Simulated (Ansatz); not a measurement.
An input for Ansatz 0.2.0 (BaNaCeNbO6 (F-43m)):

```yaml
crystal:
  lattice:
    - [0.0, 4.26253043, 4.26253043]
    - [4.26253043, 0.0, 4.26253043]
    - [4.26253043, 4.26253043, 0.0]
  atoms:
    - { symbol: Na, position: [0.25, 0.25, 0.25] }
    - { symbol: Ba, position: [0.75, 0.75, 0.75] }
    - { symbol: Ce, position: [0.0, 0.0, 0.0] }
    - { symbol: Nb, position: [0.5, 0.5, 0.5] }
    - { symbol: O, position: [0.73710248, 0.26289752, 0.26289752] }
    - { symbol: O, position: [0.26289752, 0.73710248, 0.73710248] }
    - { symbol: O, position: [0.73710248, 0.73710248, 0.26289752] }
    - { symbol: O, position: [0.26289752, 0.26289752, 0.73710248] }
    - { symbol: O, position: [0.26289752, 0.73710248, 0.26289752] }
    - { symbol: O, position: [0.73710248, 0.26289752, 0.73710248] }
  host: atoms
kpoints:
  mp_grid: { grid: [4, 4, 4] }
  band_path:
    path:
      - [0.0, 0.0, 0.0]
      - [-0.5, -0.5, 0.0]
      - [-0.375, -0.375, 0.25]
      - [-0.375, 0.0, 0.375]
      - [0.0, 0.0, 0.5]
      - [-0.5, -0.25, 0.25]
    npoints: 1
hamiltonian:
  xc:
    exchange: pbe
    correlation: pbe
    exx: { coeff: inverse_dielectric }
  pseudopotentials: { kind: paw, azcp: { folder: soft_1 } }
scf:
  occupations: { method: fixed }
  n_extra_bands: 7
output:
  eigenvalues: true
```

```sh
ansatz run input.yaml --threads 2 --pin off --max-ram 92160MiB --backend cuda --events-out ev --progress --plain --runs-dir out --devices 1 --max-vram 13GiB
```

**Question.** Estimate wall time and host memory on 1 × NVIDIA H100 80GB HBM3 (shared by 6 runs) with 2 threads of AMD EPYC 7R13 (Zen 3), shared host.

It took 80 s; on shared hardware allow 40 s to 2.7 min. Peak host memory was 1.7 GiB. The sizes that set the cost: 2975 plane waves a state, 8 irreducible k points and 26 SCF cycles.

Exact exchange couples every pair of k points and filled bands, so it costs far more than a semilocal run.

[Paths, hosts, dates, memory and timing lines, banners, echoed tables and standing remarks are left out of the program output.]

[Logs are printed without paths, hosts, clocks, repeated set-up lines and the standing remarks that a program may print on its own settings, such as how far it seeks lower states.]

[Runs of the session that timed out or met a known fault of the program may be left out.]

[Cells called generated may have been cut or substituted from an entry of the Crystallography Open Database or the Materials Project.]

[Hosts, paths, dates, database ids (printed as entryN), source tags and the programs' standing remarks are cut or masked in the printed files.]
